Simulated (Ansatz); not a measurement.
# Decaying states in the gap of Ca2MgTeO6, part 2 of 3

Wanted: the relaxed cell of Ca2MgTeO6, its band edges and its decay constants. It is built by putting Mg for Sr, Ca for Ba in the Ba2SrTeO6 structure of space group R-3, with the volume rescaled by atomic radii. The parent structure comes from the Materials Project.

Ansatz 0.2.0; PBE DFT, plane waves, PAW files (the session's first sound run).

So far. Step 2 (Relaxing the new crystal): The largest force component on a free atom ends at 0.0011 eV/Å.

The structure was built from a prototype and need not be the compound's stable phase.

## Step 3: Band edges

The energy window and the wavevectors of the next steps follow from the band edges, so these are searched first, off the mesh as well.

Contents of input.yaml:

```yaml
crystal:
  lattice:
    - [2.7931591275, 1.6126311741, 4.4973971317]
    - [-2.7931591275, 1.6126311741, 4.4973971317]
    - [0.0, -3.2252623483, 4.4973971317]
  atoms:
    - { symbol: Ca, position: [0.2558506749, 0.2558506749, 0.2558506749] }
    - { symbol: Ca, position: [0.7441493251, 0.7441493251, 0.7441493251] }
    - { symbol: Mg, position: [0.0, 0.0, 0.0] }
    - { symbol: Te, position: [0.5, 0.5, 0.5] }
    - { symbol: O, position: [0.3419685563, 0.7323385652, 0.1772093776] }
    - { symbol: O, position: [0.7323385652, 0.1772093776, 0.3419685563] }
    - { symbol: O, position: [0.1772093776, 0.3419685563, 0.7323385652] }
    - { symbol: O, position: [0.6580314437, 0.2676614348, 0.8227906224] }
    - { symbol: O, position: [0.8227906224, 0.6580314437, 0.2676614348] }
    - { symbol: O, position: [0.2676614348, 0.8227906224, 0.6580314437] }
kpoints:
  mp_grid: { grid: [6, 6, 6] }
  band_path: { path: [VBM, CBM], npoints: 30 }
scf:
  occupations: { method: fixed }
hamiltonian:
  xc: pbe
output:
  eigenvalues: true
  write_potential: true
  write_density: true
  volumetric_format: npy
  elf: true
```

Launch:

```
ansatz run input.yaml --threads 2 --pin off --max-ram 4096MiB --backend cpu --events-out ev --progress --plain --runs-dir out
```

Numbers of over 12 decimals in the logs are rounded to 6 here.

The program printed:

```text
[...]
Crystal: 10 atoms, lattice volume = 121.547 Å³
Basis set: ecut = 420 eV, 2391 PW (Γ)
Bands: 51, of which v1, the nominal top of the filled ones, is band 41 counted from 1 (40 counted from 0)
Symmetry: 6 space group operations
[...]
k-points: 40 of 216
[...]
SCF iter   1: F=—  HF=-15949.959249 eV  |F-HF|=—  |Δ(HF+E_count)|=         —  Δρ=1.46e-3  dr2=1.31e-3  ethr=1.77e-3  ⟨swp⟩=6.0  Hψ=8377  notcnv=0  defer=281
[...]
SCF iter   6: F=-15949.961200 eV  HF=-15949.961200 eV  |F-HF|=2.12e-9  |Δ(HF+E_count)|=   1.30e-8  Δρ=2.96e-6  dr2=8.64e-9  ethr=1.22e-10  ⟨swp⟩=13.4  Hψ=9540  notcnv=0
SCF 1 converged in 6 iterations: F = -15949.961200 eV  dr2 = 8.64e-9
[...]
NSCF: frozen V_eff on 40 k-points
[...]
SCF converged after 6 iterations
Free energy (F): -15949.961200 eV
[...]
Internal energy: -15949.961200 eV  (E = F + TS)
E sigma→0 (E₀):  -15949.961200 eV
Fermi energy:    8.101997 eV
[...]
--- Band table (eV; the first three rows and the last of 40) ---
  k-point 0: bands = [... 37 lower, 7.4617, 7.7053, 7.9059, 7.9059, 11.0628, 13.9751, 14.5335, 14.5434, ... 6 higher]
  k-point 1: bands = [... 37 lower, 7.6209, 7.6754, 7.9448, 7.9510, 11.3695, 14.1458, 14.5106, 14.5887, ... 6 higher]
  k-point 2: bands = [... 37 lower, 7.5849, 7.7439, 7.8827, 8.0142, 11.9391, 14.4606, 14.7085, 14.8545, ... 6 higher]
  k-point 39: bands = [... 37 lower, 7.2121, 7.5214, 7.7711, 7.7711, 12.5369, 14.6840, 15.1086, 15.1086, ... 6 higher]
```

Wall time 27 s (2 threads of Arm Neoverse V2, shared host); peak memory 0.49 GiB; 53 s of CPU time.

Numbers from this step:

```
Fermi energy        : 8.102 eV
gap on the k-mesh   : 2.961 eV
gap on path         : 2.961 eV, by band count; negative where bands overlap
direct gap on path  : 3.157 eV
edge places on path : 0, 0.7991 1/A along the path
```

The electronic bands at the labelled points (eV, zero at the Fermi level (highest filled level under fixed occupations); v1 is the highest filled band, c1 the lowest empty one):

```csv
point,v4,v3,v2,v1,c1,c2,c3,c4
VBM,-0.76,-0.68,-0.63,0.00,4.32,6.72,7.04,7.26
halfway,-0.64,-0.46,-0.27,-0.12,3.73,6.32,6.60,6.83
CBM,-0.64,-0.40,-0.20,-0.20,2.96,5.87,6.43,6.44
```

ELF in the ac plane of the conventional cell at fractional y = 0.000, with atoms of Ca and Mg and Te and O within 0.2 Å of it. It is the smooth field of the valence electrons, not physical close to the nuclei.

Ten even steps from '_' (0.03) to '@' (0.85), each cell a mean:
```
--::____________--**##**::..--
____..::..____::##@@@@@@##::__
____......____..++@@@@@@%%--__
__________..::....--++++--____
##++....++##%%##==..______--**
@@@@++::%%%%**%%%%==____--@@@@
@@@@++..%%@@%%@@%%--____--@@@@
**==..__--++##**--........--**
________________..==##%%**::__
......::..______++@@@@@@%%++..
::::::::..______++@@@@%%##==::
__..::::....____::==++====::__
__::==**####++..______..::::__
::--##%%%%@@%%::____..::::::::
..::##@@@@@@**..______........
....::++**==....::..________..
%%##::______--##%%%%**::__++%%
@@@@##____::##@@####@@++::%%@@
@@@@++____..++%%%%%%@@++..##@@
==--__........==****==..__..==
____--####**==..______________
__..##@@@@@@%%--____..::..____
....==%%@@@@%%--____......__..
----__--==++--..____..____::--
```
Columns run along a (5.6 Å), rows up along c (13.5 Å), edges of the conventional cell, whose origin can differ from the input's. Atoms in or near the plane, at fractional coordinates: Ca at (0.00, 0.26), Ca at (0.00, 0.74), Mg at (0.00, 0.00), Te at (0.00, 0.50), O at (0.43, 0.75), O at (0.57, 0.25).

Electrostatic potential energy in the ac plane of the conventional cell at fractional y = 0.000, with atoms of Ca and Mg and Te and O within 0.2 Å of it. With pseudopotentials it is smooth inside the atoms' cores, unlike the true potential.

Values in eV, 24 rows by 15 columns, each cell a mean:
```
-36 -20   3  10  13  13  13  13  13  12  10  10   7  -8 -32
  2   6  10  12  13  13  12  12  11  -3 -19 -11   8   8   3
 11  12  13  14  13  12  11  11  11   2 -11  -3  11  12  11
  9  10  12  13  13  12  11  11  11  12  13  13  12  11   9
-11  -3   6  11  12   6   1   6  12  13  13  11   8   1  -8
-41 -31  -5   8   4 -24 -37 -24   6  13  12   9   2 -20 -39
-40 -31  -5   8   7 -15 -27 -15   9  13  13  10   2 -19 -39
-10  -2   6  11  13  12  10  12  13  13  13  12   9   2  -7
  8  10  12  13  13  13  12  12  12  12   9   9  12  11   9
  5   7  11  13  13  13  12  12  12   1 -21 -23  -3   8   6
 -4  -7  -1   9  12  13  12  12  12   6 -13 -17  -5  -6  -5
 13   8 -10   4  11  13  13  13  13  13  12   7  -5  -1  13
 12   3  -9   2   6  11  13  13  13  13  12   9  -4  -5  10
 -7  -5   0 -19 -25 -10  10  12  12  12  13  12   7  -1  -7
  8   9   9  -8 -16  -3  11  12  12  12  13  13  12  11   8
  6   8  11  12  13  13  13  12  12  13  13  13  12   9   7
-22 -11   3  10  12  13  13  11   3   4  11  12   7  -4 -18
-42 -35  -8   7  11  13  13 -10 -33 -32  -8  10   2 -24 -41
-36 -24  -2   8  12  13  12  -4 -26 -25  -2  10   4 -13 -33
 -1   3   8  11  13  13  12  11   9  10  13  12  10   6   0
 10  11  13  13  10  11  12  11  11  12  13  13  13  12  11
 10  11  12   0 -19 -13   7  11  11  12  13  13  13  12  10
 -8   1   8   3 -10  -5  10  12  12  13  13  13  10   5  -5
-41 -28   1  10  12  13  13  13  13  13  13  12   6 -14 -39
```
Columns run along a (5.6 Å; values clipped at the 3rd and 97th percentile), rows up along c (13.5 Å), edges of the conventional cell, whose origin can differ from the input's. Atoms in or near the plane, at fractional coordinates: Ca at (0.00, 0.26), Ca at (0.00, 0.74), Mg at (0.00, 0.00), Te at (0.00, 0.50), O at (0.43, 0.75), O at (0.57, 0.25).

Valence density in the ac plane of the conventional cell at fractional y = 0.000, with atoms of Ca and Mg and Te and O within 0.2 Å of it. It is the smooth field of the valence electrons, not physical close to the nuclei.

Values in e/Å³, 24 rows by 15 columns, each cell a mean:
```
11  3  0  0  0  0  0  0  0  0  1  0  0  1  7
 0  0  0  0  0  0  0  0  0  1  3  2  1  0  0
 0  0  0  0  0  0  0  0  0  1  2  1  1  0  0
 0  0  0  0  0  0  0  0  0  0  0  0  0  0  0
 1  1  0  0  0  1  1  1  0  0  0  0  0  0  1
 5  3  1  0  1  4  6  4  1  0  0  0  0  2  5
 5  3  1  0  1  3  4  3  1  0  0  0  0  2  5
 1  1  0  0  0  0  1  0  0  0  0  0  0  0  1
 0  0  0  0  0  0  0  0  0  0  1  1  0  0  0
 0  0  0  0  0  0  0  0  0  1  3  3  1  0  0
 2  1  0  0  0  0  0  0  0  1  2  3  1  1  2
13  6  1  0  0  0  0  0  0  0  0  1  1  3 10
 9  4  1  1  1  1  0  0  0  0  0  0  0  2  7
 1  1  1  3  4  2  1  0  0  0  0  0  0  0  1
 0  0  1  2  3  1  0  0  0  0  0  0  0  0  0
 0  0  0  0  0  0  0  0  0  0  0  0  0  0  0
 2  1  0  0  0  0  0  0  1  1  0  0  0  1  2
 6  4  1  0  0  0  0  2  5  5  2  0  0  2  5
 4  2  1  0  0  0  0  2  4  4  2  0  0  1  3
 0  0  0  0  0  0  0  0  1  1  0  0  0  0  0
 0  0  0  0  1  1  0  0  0  0  0  0  0  0  0
 0  0  0  1  3  2  1  0  0  0  0  0  0  0  0
 1  0  0  1  2  2  1  0  0  0  0  0  0  0  1
18  5  0  0  0  0  0  0  0  0  0  0  0  1 12
```
Columns run along a (5.6 Å), rows up along c (13.5 Å), edges of the conventional cell, whose origin can differ from the input's. Atoms in or near the plane, at fractional coordinates: Ca at (0.00, 0.26), Ca at (0.00, 0.74), Mg at (0.00, 0.00), Te at (0.00, 0.50), O at (0.43, 0.75), O at (0.57, 0.25).

The searched edges give 2.96 eV, as on the mesh.

## Step 4: Decaying states in the gap, plane (001)

This step: PBE DFT, plane waves, PAW files; complex bands by layer matching along the plane's normal (Ansatz 0.2.0).

The same crystal is laid in a cell whose first two vectors span the (001) plane (indices of the standard conventional cell, whose axes can be ordered otherwise than in the bulk input). At fixed energy and wavevector in the plane the solver finds all kz, real and complex. A few wavevectors are listed, (0, 0), (-0.5, 0) and (0.5, 0) (two of them one point) in units of the plane's reciprocal vectors; the slowest state needn't be among them.

Contents of input.yaml:

```yaml
crystal:
  lattice:
    - [5.586318255, 0.0, 0.0]
    - [2.793159127, 4.837893522, 0.0]
    - [2.793159127, 1.612631174, 4.497397132]
  atoms:
    - { symbol: Ca, position: [0.7441493251, 0.7441493251, 0.7675520247] }
    - { symbol: Ca, position: [0.2558506749, 0.2558506749, 0.2324479753] }
    - { symbol: Mg, position: [0.0, 0.0, 0.0] }
    - { symbol: Te, position: [0.5, 0.5, 0.5] }
    - { symbol: O, position: [0.2676614348, 0.8227906224, 0.2515164991] }
    - { symbol: O, position: [0.8227906224, 0.6580314437, 0.2515164991] }
    - { symbol: O, position: [0.6580314437, 0.2676614348, 0.2515164991] }
    - { symbol: O, position: [0.7323385652, 0.1772093776, 0.7484835009] }
    - { symbol: O, position: [0.3419685563, 0.7323385652, 0.7484835009] }
    - { symbol: O, position: [0.1772093776, 0.3419685563, 0.7484835009] }
kpoints:
  mp_grid: { grid: [6, 6, 6] }
scf:
  occupations: { method: fixed }
hamiltonian:
  xc: pbe
output:
  eigenvalues: true
  transmission:
    leads: [[0, 0]]
    kpoints: [[0.0, 0.0], [-0.5, 0.0], [0.5, 0.0]]
    e_range: [-1.0, 3.96]
    de: 0.08
```

The program printed:

```text
[...]
Crystal: 10 atoms, lattice volume = 121.547 Å³
Basis set: ecut = 420 eV, 2391 PW (Γ)
Bands: 51, of which v1, the nominal top of the filled ones, is band 41 counted from 1 (40 counted from 0)
Symmetry: 6 space group operations
[...]
k-points: 40 of 216
[...]
SCF iter   1: F=—  HF=-15949.959295 eV  |F-HF|=—  |Δ(HF+E_count)|=         —  Δρ=1.46e-3  dr2=1.32e-3  ethr=1.77e-3  ⟨swp⟩=5.9  Hψ=8400  notcnv=0  defer=282
[...]
SCF iter   6: F=-15949.961227 eV  HF=-15949.961227 eV  |F-HF|=3.87e-9  |Δ(HF+E_count)|=   1.15e-8  Δρ=2.55e-6  dr2=6.27e-9  ethr=6.07e-11  ⟨swp⟩=11.7  Hψ=10475  notcnv=0
SCF 1 converged in 6 iterations: F = -15949.961227 eV  dr2 = 6.27e-9
[...]
transmission: 8 of 24 steps passed
transmission: 16 of 24 steps passed
transmission: 24 of 24 steps passed
SCF converged after 6 iterations
Free energy (F): -15949.961227 eV
[...]
Internal energy: -15949.961227 eV  (E = F + TS)
E sigma→0 (E₀):  -15949.961227 eV
Fermi energy:    8.101998 eV
[...]
--- Band table (eV; the first three rows and the last of 40) ---
  k-point 0: bands = [... 37 lower, 7.4617, 7.7053, 7.9059, 7.9059, 11.0628, 13.9751, 14.5335, 14.5434, ... 6 higher]
  k-point 1: bands = [... 37 lower, 7.3944, 7.5456, 7.8733, 7.8733, 11.4705, 14.1153, 14.5233, 14.5233, ... 6 higher]
  k-point 2: bands = [... 37 lower, 7.2759, 7.5281, 7.7910, 7.7910, 12.1863, 14.4524, 14.8067, 14.8067, ... 6 higher]
  k-point 39: bands = [... 37 lower, 7.3418, 7.5430, 7.8439, 7.8802, 12.3939, 14.8712, 15.1876, 15.2797, ... 6 higher]
--- Transmission ---
  basis      : 241 plane waves across, 8 finite elements along
  points     : 3, as listed
  energies   : 63 from -1.000000 to 3.960000 eV about the Fermi level, 0.080000 eV apart; the leads are filled to 1.480421 eV, and channels, transmission and decay are at 1.480000 eV
  crystal 0  : Mg1Ca2O6Te1, at the sites [0, 0], period 4.4974 Å: whole cells are its period
    offset         : up to 0.0000 Å between an atom of the period and one for which it stands
    channels       : 0.000000e0 a spin
    conductance    : none, the energies end too early or step too widely for 300 K: set another output.transmission.e_range or a lower de, or, where they end at an eighth of basis.ecutwfc, a higher one
    slowest decay  : 0.2924 /Å at (0.0000, 0.0000)
```

The job ended after 1.8 min (2 threads; peak memory 0.82 GiB).

Numbers from this step:

```yaml
level_to_which_the_leads_are_filled: 1.480 eV from the Fermi level
decay_constant_at_the_filling_level_zone_centre: 0.2924 Å⁻¹
decay_constant_at_the_filling_level_slowest_listed_point: 0.2924 Å⁻¹
```

K parallel (0, 0); values up to 1.5 1/Å, a degenerate pair printed once or twice; energies at which all values exceed this have no row. The Im kz of the slowest decaying states by energy, zero at the highest filled level on the SCF mesh:

```csv
energy (eV),decay 1 (Å⁻¹),decay 2 (Å⁻¹),decay 3 (Å⁻¹),decay 4 (Å⁻¹)
-1.0000,0.307,0.323,0.366,0.448
-0.7600,0.335,0.383,0.422,0.855
-0.5200,0.158,0.335,0.366,0.850
-0.2800,0.120,0.195,0.579,0.581
-0.0400,0.192,0.259,0.689,0.845
0.2800,0.243,0.358,0.817,0.852
0.5200,0.266,0.403,0.822,0.922
0.7600,0.282,0.436,0.758,0.817
1.0000,0.291,0.463,0.721,0.818
1.2400,0.294,0.484,0.698,0.815
1.4800,0.292,0.502,0.681,0.810
1.7200,0.285,0.516,0.666,0.804
1.9600,0.271,0.527,0.652,0.797
2.2800,0.240,0.538,0.635,0.785
2.5200,0.203,0.544,0.621,0.775
2.7600,0.144,0.547,0.608,0.763
3.0000,0.548,0.593,0.749,1.01
3.2400,0.548,0.578,0.733,0.984
3.4800,0.545,0.562,0.715,0.959
3.7200,0.540,0.544,0.693,0.935
```

K parallel (-0.5, 0); values up to 1.5 1/Å, a degenerate pair printed once or twice; energies at which all values exceed this have no row. Table of Im kz of the slowest decaying states by energy, zero at the highest filled level on the SCF mesh:

```csv
energy (eV),decay 1 (Å⁻¹),decay 2 (Å⁻¹),decay 3 (Å⁻¹),decay 4 (Å⁻¹)
-1.0000,0.0733,0.287,0.333,0.603
-0.7600,0.0392,0.269,0.272,0.602
-0.5200,0.0557,0.145,0.249,0.443
-0.2800,0.112,0.272,0.334,0.410
-0.0400,0.106,0.329,0.359,0.385
0.2800,0.369,0.417,0.452,0.641
0.5200,0.420,0.481,0.507,0.674
0.7600,0.457,0.505,0.528,0.61
1.0000,0.484,0.523,0.566,0.687
1.2400,0.505,0.541,0.598,0.710
1.4800,0.522,0.556,0.626,0.714
1.7200,0.535,0.570,0.651,0.715
1.9600,0.544,0.581,0.672,0.713
2.2800,0.551,0.594,0.693,0.707
2.5200,0.552,0.601,0.700,0.705
2.7600,0.551,0.606,0.691,0.713
3.0000,0.546,0.610,0.681,0.718
3.2400,0.536,0.612,0.669,0.723
3.4800,0.518,0.612,0.656,0.727
3.7200,0.488,0.608,0.641,0.734
```

K parallel (0.5, 0); values up to 1.5 1/Å, a degenerate pair printed once or twice; energies at which all values exceed this have no row. Im kz of the slowest decaying states against energy, zero at the highest filled level on the SCF mesh:

```csv
energy (eV),decay 1 (Å⁻¹),decay 2 (Å⁻¹),decay 3 (Å⁻¹),decay 4 (Å⁻¹)
-1.0000,0.0733,0.287,0.333,0.603
-0.7600,0.0392,0.269,0.272,0.602
-0.5200,0.0557,0.145,0.249,0.443
-0.2800,0.112,0.272,0.334,0.410
-0.0400,0.106,0.329,0.359,0.385
0.2800,0.369,0.417,0.452,0.641
0.5200,0.420,0.481,0.507,0.674
0.7600,0.457,0.505,0.528,0.61
1.0000,0.484,0.523,0.566,0.687
1.2400,0.505,0.541,0.598,0.710
1.4800,0.522,0.556,0.626,0.714
1.7200,0.535,0.570,0.651,0.715
1.9600,0.544,0.581,0.672,0.713
2.2800,0.551,0.594,0.693,0.707
2.5200,0.552,0.601,0.700,0.705
2.7600,0.551,0.606,0.691,0.713
3.0000,0.546,0.610,0.681,0.718
3.2400,0.536,0.612,0.669,0.723
3.4800,0.518,0.612,0.656,0.727
3.7200,0.488,0.608,0.641,0.734
```

At the listed wavevectors the last open channel is at -0.04 eV and the next at +3.00 eV on the grid. At +1.48 eV, the grid energy nearest the filling level (the middle of the gap on the SCF mesh), the slowest state at the listed wavevectors decays with κ = 0.292 Å⁻¹, its amplitude falling by e over 3.4 Å. Through 1 nm of this crystal that state's transmission falls by exp(−2 × 0.292 Å⁻¹ × 10 Å) = 0.0029.

(Continued in part 3 of 3.)

[Logs are printed without paths, hosts, clocks, repeated set-up lines and the standing remarks that a program may print on its own settings, such as how far it seeks lower states.]

[Hosts, paths, dates, database ids (printed as entryN), source tags and the programs' standing remarks are cut or masked in the printed files.]
